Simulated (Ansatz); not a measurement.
## Sn wire along [111], 26 atoms a period, H-terminated: bands by functional and under strain

Aim: is the Sn wire along [111], 26 atoms a period, H-terminated a metal or a semiconductor?

Program: Ansatz 0.2.0. Level of theory: DFT PBE, plane waves, PAW; relaxation of a wire's period; PAW set soft_1, in the first sound run; inputs show where later runs differ. Results are calculated unless marked as measured.

## (1) Set-up

The cell holds 56 atoms: 26 Sn and 30 H. Its edges and angles: a = 19.062 Å, b = 18.244 Å, c = 11.518 Å, α = 90.0°, β = 90.0°, γ = 90.0°. Vacuum lies along a and b. The structure's axis is c.

## (2) Relaxation of atoms and period

Band widths follow the bond lengths, so the wire is relaxed first. The atoms and the third cell vector are free; the box across stays fixed as vacuum. A Fermi-Dirac smearing is set since the result may be a metal. The pressure printed is a third of the stress's trace over the whole box, vacuum included; only the stress along the axis is relaxed.

Input file input.yaml:

```yaml
crystal:
  lattice:
    - [19.062, 0.0, 0.0]
    - [0.0, 18.244, 0.0]
    - [0.0, 0.0, 11.5181378703]
  atoms:
    - { symbol: Sn, position: [0.253324363, 0.500010553, 0.0] }
    - { symbol: Sn, position: [0.376665568, 0.723222386, 0.0] }
    - { symbol: Sn, position: [0.500006773, 0.500010553, 0.0] }
    - { symbol: Sn, position: [0.623347978, 0.723222386, 0.0] }
    - { symbol: Sn, position: [0.253324363, 0.500010553, 0.25] }
    - { symbol: Sn, position: [0.376665568, 0.276798719, 0.25] }
    - { symbol: Sn, position: [0.376665568, 0.723222386, 0.25] }
    - { symbol: Sn, position: [0.500006773, 0.500010553, 0.25] }
    - { symbol: Sn, position: [0.623347978, 0.276798719, 0.25] }
    - { symbol: Sn, position: [0.623347978, 0.723222386, 0.25] }
    - { symbol: Sn, position: [0.746689183, 0.500010553, 0.25] }
    - { symbol: H, position: [0.178365334, 0.454792513, 0.30064476] }
    - { symbol: H, position: [0.253324363, 0.590446631, 0.30064476] }
    - { symbol: H, position: [0.301706539, 0.231580679, 0.30064476] }
    - { symbol: H, position: [0.301706539, 0.678004347, 0.30064476] }
    - { symbol: H, position: [0.376665568, 0.813658465, 0.30064476] }
    - { symbol: H, position: [0.451624598, 0.231580679, 0.30064476] }
    - { symbol: H, position: [0.548388949, 0.231580679, 0.30064476] }
    - { symbol: H, position: [0.623347978, 0.813658465, 0.30064476] }
    - { symbol: H, position: [0.698307007, 0.231580679, 0.30064476] }
    - { symbol: H, position: [0.698307007, 0.678004347, 0.30064476] }
    - { symbol: H, position: [0.746689183, 0.590446631, 0.30064476] }
    - { symbol: H, position: [0.821648212, 0.454792513, 0.30064476] }
    - { symbol: Sn, position: [0.376665568, 0.425606608, 0.333333333] }
    - { symbol: Sn, position: [0.500006773, 0.648818442, 0.333333333] }
    - { symbol: Sn, position: [0.623347978, 0.425606608, 0.333333333] }
    - { symbol: Sn, position: [0.376665568, 0.425606608, 0.583333333] }
    - { symbol: Sn, position: [0.500006773, 0.648818442, 0.583333333] }
    - { symbol: Sn, position: [0.623347978, 0.425606608, 0.583333333] }
    - { symbol: H, position: [0.301706539, 0.619632537, 0.616021906] }
    - { symbol: H, position: [0.500006773, 0.260766584, 0.616021906] }
    - { symbol: H, position: [0.698307007, 0.619632537, 0.616021906] }
    - { symbol: H, position: [0.301706539, 0.380388568, 0.633978094] }
    - { symbol: H, position: [0.500006773, 0.739254521, 0.633978094] }
    - { symbol: H, position: [0.698307007, 0.380388568, 0.633978094] }
    - { symbol: Sn, position: [0.376665568, 0.574414497, 0.666666667] }
    - { symbol: Sn, position: [0.500006773, 0.351202663, 0.666666667] }
    - { symbol: Sn, position: [0.623347978, 0.574414497, 0.666666667] }
    - { symbol: Sn, position: [0.376665568, 0.574414497, 0.916666667] }
    - { symbol: Sn, position: [0.500006773, 0.351202663, 0.916666667] }
    - { symbol: Sn, position: [0.623347978, 0.574414497, 0.916666667] }
    - { symbol: H, position: [0.178365334, 0.545228592, 0.94935524] }
    - { symbol: H, position: [0.253324363, 0.409574474, 0.94935524] }
    - { symbol: H, position: [0.301706539, 0.322016758, 0.94935524] }
    - { symbol: H, position: [0.301706539, 0.768440426, 0.94935524] }
    - { symbol: H, position: [0.376665568, 0.18636264, 0.94935524] }
    - { symbol: H, position: [0.451624598, 0.768440426, 0.94935524] }
    - { symbol: H, position: [0.548388949, 0.768440426, 0.94935524] }
    - { symbol: H, position: [0.623347978, 0.18636264, 0.94935524] }
    - { symbol: H, position: [0.698307007, 0.322016758, 0.94935524] }
    - { symbol: H, position: [0.698307007, 0.768440426, 0.94935524] }
    - { symbol: H, position: [0.746689183, 0.409574474, 0.94935524] }
    - { symbol: H, position: [0.821648212, 0.545228592, 0.94935524] }
    - { symbol: Sn, position: [0.376665568, 0.276798719, 0.0] }
    - { symbol: Sn, position: [0.623347978, 0.276798719, 0.0] }
    - { symbol: Sn, position: [0.746689183, 0.500010553, 0.0] }
kpoints:
  mp_grid: { grid: [1, 1, 7] }
scf:
  occupations: { method: fermi_dirac, width: 0.05 }
hamiltonian:
  xc: pbe
  pseudopotentials: { kind: paw, azcp: { folder: soft_1 } }
relax:
  cell: { fix: [a, b, alpha, beta, gamma] }
  max_steps: 45
  f_tol: 0.03
```

Run with:

```sh
ansatz run input.yaml --threads 16 --pin off --max-ram 61440MiB --backend cuda --events-out ev --progress --plain --runs-dir out --max-vram 78GiB
```

Numbers of over 12 decimals in the logs are rounded to 6 here.

Log:

```text
Engine: ansatz 0.2.0, aarch64-unknown-linux-gnu
Pseudopotentials: kind: paw
Pseudopotential: Sn, paw, valence charge 14, recommended cutoff 420 eV (normal), soft_1/Sn.paw.azcp
Pseudopotential: H, paw, valence charge 1, recommended cutoff 420 eV (normal), soft_1/H.paw.azcp
Functional definition: PBE
  parameter kappa = 0.804
  parameter beta = 0.066725
  exchange = pbe_x(kappa = kappa, mu = beta*pi^2/3)
  correlation = pbe_c(beta = beta)
[...]
Crystal: 56 atoms, lattice volume = 4005.630 Å³
Basis set: ecut = 420 eV, 78265 PW (Γ), exchange–correlation on 256×250×160 points (8 copies of the dense FFT grid, shifted against one another)
Bands: 253, of which v1, the nominal top of the filled ones, is band 197 counted from 1 (196 counted from 0)
Symmetry: 4 space group operations
Space group: P2/m (ITA 10), of the structure as read, at distance tolerance 1.6e-4 Å
k-points: 4 of 7
Non-local potential: Sn, projectors of the file, l = 0: 2, l = 1: 2, l = 2: 2, l = 3: 1
Non-local potential: H, projectors of the file, l = 0: 2, l = 1: 1
PAW form: soft (Blöchl's): semilocal exchange-correlation on the pseudo side does not see the compensation charge
PAW one-centre angular grid: Sn, 590 points (default); XC on 64 Gauss nodes
PAW one-centre angular grid: H, 110 points (default); XC on 64 Gauss nodes
Initial density: superposition of atomic densities (neutral atoms: chi_scale 0, normalization atom)
Initial wavefunctions: pseudopotential atomic-orbital guess
[...]
Functional: x = pbe(κ = 0.804, μ = 0.219515), c = pbe(β = 0.066725)
SCF iter   1: F=—  HF=-157102.770865 eV  |F-HF|=—  |Δ(HF+E_count)|=         —  Δρ=2.59e-2  dr2=2.79e1  ethr=3.10e-3  ⟨swp⟩=7.0  Hψ=4655  notcnv=0  defer=66
preconditioner: auto → Resta (q_TF=auto, 1.854 Å⁻¹)  ε∞=1.7  [insulator: Δε(μ)=1.210 eV  Ē_g=8.088 eV  σ=0.050 eV  W_gap=1.00  n_scr=446 (ndim 8)  ℏωp=6.8 eV  f_vac=0.622  D(μ)=0.00/eV (n_scr^D=0)  ε∞_Penn≈1.7  vacuum switching on, ρ_ref=4.7e-3 e/Å³]
SCF iter   2: F=—  HF=-157095.832884 eV  |F-HF|=—  |Δ(HF+E_count)|=    6.94e0  Δρ=9.32e-3  dr2=4.94e0  ethr=3.10e-3  ⟨swp⟩=3.0  Hψ=1442  notcnv=0  defer=192
[...]
SCF iter  11: F=-157094.676214 eV  HF=-157094.676214 eV  |F-HF|=5.53e-10  |Δ(HF+E_count)|=   1.99e-7  Δρ=4.18e-7  dr2=1.70e-8  ethr=2.54e-11  ⟨swp⟩=5.0  Hψ=3055  notcnv=0
SCF 1 converged in 11 iterations: F = -157094.676214 eV  dr2 = 1.70e-8
  greatest PAW one-centre occupation: 0.991 electrons in one spin orbital (limit 2), on the Sn atom at site 5 (counted from 0), in its partial waves of l = 2
relax step   1: F+E_penalty+E_count = -157094.67621385 eV  Δ(F+E_penalty+E_count) = +0.000e0 eV  max|allowed force component| = 2.714e-1 eV/Å  Δτ_max = 0.0000 Å  P = -0.312 GPa  Ω = 4005.630 Å³  fix = [a, b, alpha, beta, gamma]  reactions: a -0.318, b -0.318 GPa; alpha -0.000 GPa/rad  (11 SCF iters, dr2 threshold 1.00e-7 eV, accepted)
[...]
Crystal: 56 atoms, lattice volume = 3976.200 Å³
Basis set: ecut = 420 eV, 77649 PW (Γ), exchange–correlation on 256×250×160 points (8 copies of the dense FFT grid, shifted against one another)
[...]
iter 1 solved again at ethr=3.09e-4 eV; its pass at ethr=3.10e-3 eV (dr2=1.22e0 eV) is discarded
SCF iter   1: F=—  HF=-157094.614805 eV  |F-HF|=—  |Δ(HF+E_count)|=         —  Δρ=6.41e-3  dr2=1.22e0  ethr=3.09e-4  ⟨swp⟩=5.8  Hψ=5371  notcnv=0  defer=2
preconditioner: auto → Resta (q_TF=auto, 1.856 Å⁻¹)  ε∞=1.7  [insulator: Δε(μ)=1.393 eV  Ē_g=7.976 eV  σ=0.050 eV  W_gap=1.00  n_scr=446 (ndim 8)  ℏωp=6.8 eV  f_vac=0.667  D(μ)=0.00/eV (n_scr^D=0)  ε∞_Penn≈1.7  vacuum switching on, ρ_ref=4.6e-3 e/Å³]
SCF iter   2: F=—  HF=-157094.420743 eV  |F-HF|=—  |Δ(HF+E_count)|=   1.94e-1  Δρ=3.24e-3  dr2=2.69e-1  ethr=3.08e-4  ⟨swp⟩=3.5  Hψ=1448  notcnv=0  defer=96
[...]
SCF iter   8: F=-157094.394438 eV  HF=-157094.394437 eV  |F-HF|=3.03e-7  |Δ(HF+E_count)|=   3.61e-7  Δρ=2.84e-6  dr2=3.59e-7  ethr=1.17e-9  ⟨swp⟩=5.0  Hψ=2930  notcnv=0
SCF 2 converged in 8 iterations: F = -157094.394438 eV  dr2 = 3.59e-7
  greatest PAW one-centre occupation: 0.990 electrons in one spin orbital (limit 2), on the Sn atom at site 7 (counted from 0), in its partial waves of l = 2
relax step   2: F+E_penalty+E_count = -157094.39443774 eV  Δ(F+E_penalty+E_count) = +2.818e-1 eV  max|allowed force component| = 9.268e-1 eV/Å  Δτ_max = 0.1946 Å  P = +0.335 GPa  Ω = 3976.200 Å³  energy of the carried Pulay correction = +2.349e-3 eV  fix = [a, b, alpha, beta, gamma]  (8 SCF iters, dr2 threshold 4.60e-6 eV, rejected (line search))
[...]
relax step   3: F+E_penalty+E_count = -157095.02793135 eV  Δ(F+E_penalty+E_count) = -3.517e-1 eV  max|allowed force component| = 8.678e-2 eV/Å  Δτ_max = 0.0947 Å  P = -0.072 GPa  Ω = 3993.744 Å³  energy of the carried Pulay correction = +9.466e-4 eV  fix = [a, b, alpha, beta, gamma]  reactions: a -0.066, b -0.067 GPa; alpha -0.000 GPa/rad  (11 SCF iters, accepted)
[...]
relax step   4: F+E_penalty+E_count = -157095.12004872 eV  Δ(F+E_penalty+E_count) = -9.212e-2 eV  max|allowed force component| = 3.604e-2 eV/Å  Δτ_max = 0.1000 Å  P = -0.023 GPa  Ω = 3985.953 Å³  energy of the carried Pulay correction = +1.569e-3 eV  fix = [a, b, alpha, beta, gamma]  reactions: a -0.014, b -0.014 GPa; alpha -0.000 GPa/rad  (7 SCF iters, dr2 threshold 4.71e-7 eV, accepted)
[...]
relax step   5: F+E_penalty+E_count = -157095.15366775 eV  Δ(F+E_penalty+E_count) = -3.362e-2 eV  max|allowed force component| = 1.689e-2 eV/Å  Δτ_max = 0.0644 Å  P = +0.002 GPa  Ω = 3984.511 Å³  energy of the carried Pulay correction = +1.684e-3 eV  fix = [a, b, alpha, beta, gamma]  reactions: a +0.009, b +0.009 GPa; alpha -0.000 GPa/rad  (8 SCF iters, dr2 threshold 8.12e-8 eV, accepted)
[...]
relax step   6: F+E_penalty+E_count = -157095.17729595 eV  Δ(F+E_penalty+E_count) = -2.363e-2 eV  max|allowed force component| = 6.218e-2 eV/Å  Δτ_max = 0.1155 Å  P = -0.020 GPa  Ω = 3983.530 Å³  energy of the carried Pulay correction = +1.762e-3 eV  fix = [a, b, alpha, beta, gamma]  reactions: a -0.021, b -0.021 GPa; alpha -0.000 GPa/rad  (10 SCF iters, accepted)
[...]
relax step   7: F+E_penalty+E_count = -157095.18036085 eV  Δ(F+E_penalty+E_count) = -3.065e-3 eV  max|allowed force component| = 2.085e-2 eV/Å  Δτ_max = 0.0274 Å  P = +0.008 GPa  Ω = 3981.921 Å³  energy of the carried Pulay correction = +1.891e-3 eV  fix = [a, b, alpha, beta, gamma]  reactions: a +0.009, b +0.009 GPa; alpha +0.000 GPa/rad  (7 SCF iters, dr2 threshold 2.42e-7 eV, accepted)
[...]
relax step   8: F+E_penalty+E_count = -157095.17854485 eV  Δ(F+E_penalty+E_count) = +1.816e-3 eV  max|allowed force component| = 2.083e-2 eV/Å  Δτ_max = 0.0000 Å  P = +0.008 GPa  Ω = 3981.921 Å³  fix = [a, b, alpha, beta, gamma]  reactions: a +0.009, b +0.009 GPa; alpha +0.000 GPa/rad  stress off target by 4.87e-3 GPa on what of the cell is left free  SCF on the basis re-selected at this cell (its energy is not comparable with the rows above)  (5 SCF iters)
[...]
- [19.062, 0.0, 0.0]
    - [0.0, 18.244, 0]
    - [0.0, 0, 11.449965]
  atoms:
    - { symbol: Sn, position: [0.252030, 0.508205, 0.00226717] }
    - { symbol: Sn, position: [0.369208, 0.720285, 0.00226157] }
    - { symbol: Sn, position: [0.500000, 0.500007, -2.215078628095178e-5] }
    - { symbol: Sn, position: [0.630792, 0.720285, 0.00226157] }
    - { symbol: Sn, position: [0.252030, 0.491816, 0.247733] }
    - { symbol: Sn, position: [0.369208, 0.279737, 0.247738] }
    - { symbol: Sn, position: [0.382809, 0.728495, 0.247725] }
    - { symbol: Sn, position: [0.500000, 0.500014, 0.250022] }
    - { symbol: Sn, position: [0.630792, 0.279737, 0.247738] }
    - { symbol: Sn, position: [0.617191, 0.728495, 0.247725] }
    - { symbol: Sn, position: [0.747970, 0.491816, 0.247733] }
    - { symbol: H, position: [0.181378, 0.438460, 0.290731] }
    - { symbol: H, position: [0.240787, 0.577109, 0.310637] }
    - { symbol: H, position: [0.289661, 0.242483, 0.290753] }
    - { symbol: H, position: [0.306482, 0.696050, 0.310631] }
    - { symbol: H, position: [0.391696, 0.819101, 0.290739] }
    - { symbol: H, position: [0.434291, 0.226918, 0.310615] }
    - { symbol: H, position: [0.565709, 0.226918, 0.310615] }
    - { symbol: H, position: [0.608304, 0.819101, 0.290739] }
    - { symbol: H, position: [0.710339, 0.242483, 0.290753] }
    - { symbol: H, position: [0.693518, 0.696050, 0.310631] }
    - { symbol: H, position: [0.759213, 0.577109, 0.310637] }
    - { symbol: H, position: [0.818622, 0.438460, 0.290731] }
    - { symbol: Sn, position: [0.377030, 0.425836, 0.332199] }
    - { symbol: Sn, position: [0.500000, 0.648375, 0.332190] }
    - { symbol: Sn, position: [0.622970, 0.425836, 0.332199] }
    - { symbol: Sn, position: [0.379219, 0.427149, 0.581525] }
    - { symbol: Sn, position: [0.500000, 0.645736, 0.581516] }
    - { symbol: Sn, position: [0.620781, 0.427149, 0.581525] }
    - { symbol: H, position: [0.304796, 0.617764, 0.617155] }
    - { symbol: H, position: [0.500000, 0.264498, 0.617159] }
    - { symbol: H, position: [0.695204, 0.617764, 0.617155] }
    - { symbol: H, position: [0.304796, 0.382257, 0.632845] }
    - { symbol: H, position: [0.500000, 0.735523, 0.632841] }
    - { symbol: H, position: [0.695204, 0.382257, 0.632845] }
    - { symbol: Sn, position: [0.379219, 0.572872, 0.668475] }
    - { symbol: Sn, position: [0.500000, 0.354285, 0.668484] }
    - { symbol: Sn, position: [0.620781, 0.572872, 0.668475] }
    - { symbol: Sn, position: [0.377030, 0.574185, 0.917801] }
    - { symbol: Sn, position: [0.500000, 0.351646, 0.917810] }
    - { symbol: Sn, position: [0.622970, 0.574185, 0.917801] }
    - { symbol: H, position: [0.181378, 0.561561, 0.959269] }
    - { symbol: H, position: [0.240787, 0.422912, 0.939363] }
    - { symbol: H, position: [0.306482, 0.303971, 0.939369] }
    - { symbol: H, position: [0.289661, 0.757538, 0.959247] }
    - { symbol: H, position: [0.391696, 0.180920, 0.959261] }
    - { symbol: H, position: [0.434291, 0.773103, 0.939385] }
    - { symbol: H, position: [0.565709, 0.773103, 0.939385] }
    - { symbol: H, position: [0.608304, 0.180920, 0.959261] }
    - { symbol: H, position: [0.693518, 0.303971, 0.939369] }
    - { symbol: H, position: [0.710339, 0.757538, 0.959247] }
    - { symbol: H, position: [0.759213, 0.422912, 0.939363] }
    - { symbol: H, position: [0.818622, 0.561561, 0.959269] }
    - { symbol: Sn, position: [0.382809, 0.271526, 0.00227454] }
    - { symbol: Sn, position: [0.617191, 0.271526, 0.00227454] }
    - { symbol: Sn, position: [0.747970, 0.508205, 0.00226717] }
```

Wall time 12 s (1 × NVIDIA GB200 with 16 threads of Arm Neoverse V2, shared host); peak memory 1.8 GiB.

Step by step:

```csv
step,energy less that of the first step (eV),largest force component (eV/Å),pressure (GPa),volume (Å³)
1,0.0000,0.2714,-0.31,4005.63
2,0.2818,0.9268,0.34,3976.20
3,-0.3517,0.0868,-0.07,3993.74
4,-0.4438,0.0360,-0.02,3985.95
5,-0.4775,0.0169,0.00,3984.51
6,-0.5011,0.0622,-0.02,3983.53
7,-0.5041,0.0209,0.01,3981.92
8,-0.5023,0.0208,0.01,3981.92
```

Relaxation step 2 was tried and not accepted.

Forces are held to the 4 operations that the run works with; a distortion that breaks them can't arise in this run.

```
cell as run  before   after  change
      c (Å)  11.518  11.450  -0.6 %
```

The atoms that moved most (Å, along periodic axes as changes of fractional coordinates times the final cell, across vacuum about the mean position):

```csv
atom,dx,dy,dz,length
H15,0.091,0.329,0.114,0.360
H21,-0.091,0.329,0.114,0.360
H44,0.091,-0.329,-0.114,0.360
H50,-0.091,-0.329,-0.114,0.360
H47,-0.330,0.085,-0.114,0.360
H17,-0.330,-0.085,0.114,0.360
H48,0.330,0.085,-0.114,0.360
H18,0.330,-0.085,0.114,0.360
```

This step gave:

- cell length along the wire: 11.45 Å

The cell's length comes to 11.450 Å with spin left out.

[end of part 1 of 2]

[Logs are printed without paths, hosts, clocks, repeated set-up lines and the standing remarks that a program may print on its own settings, such as how far it seeks lower states.]

[Hosts, paths, dates, database ids (printed as entryN), source tags and the programs' standing remarks are cut or masked in the printed files.]
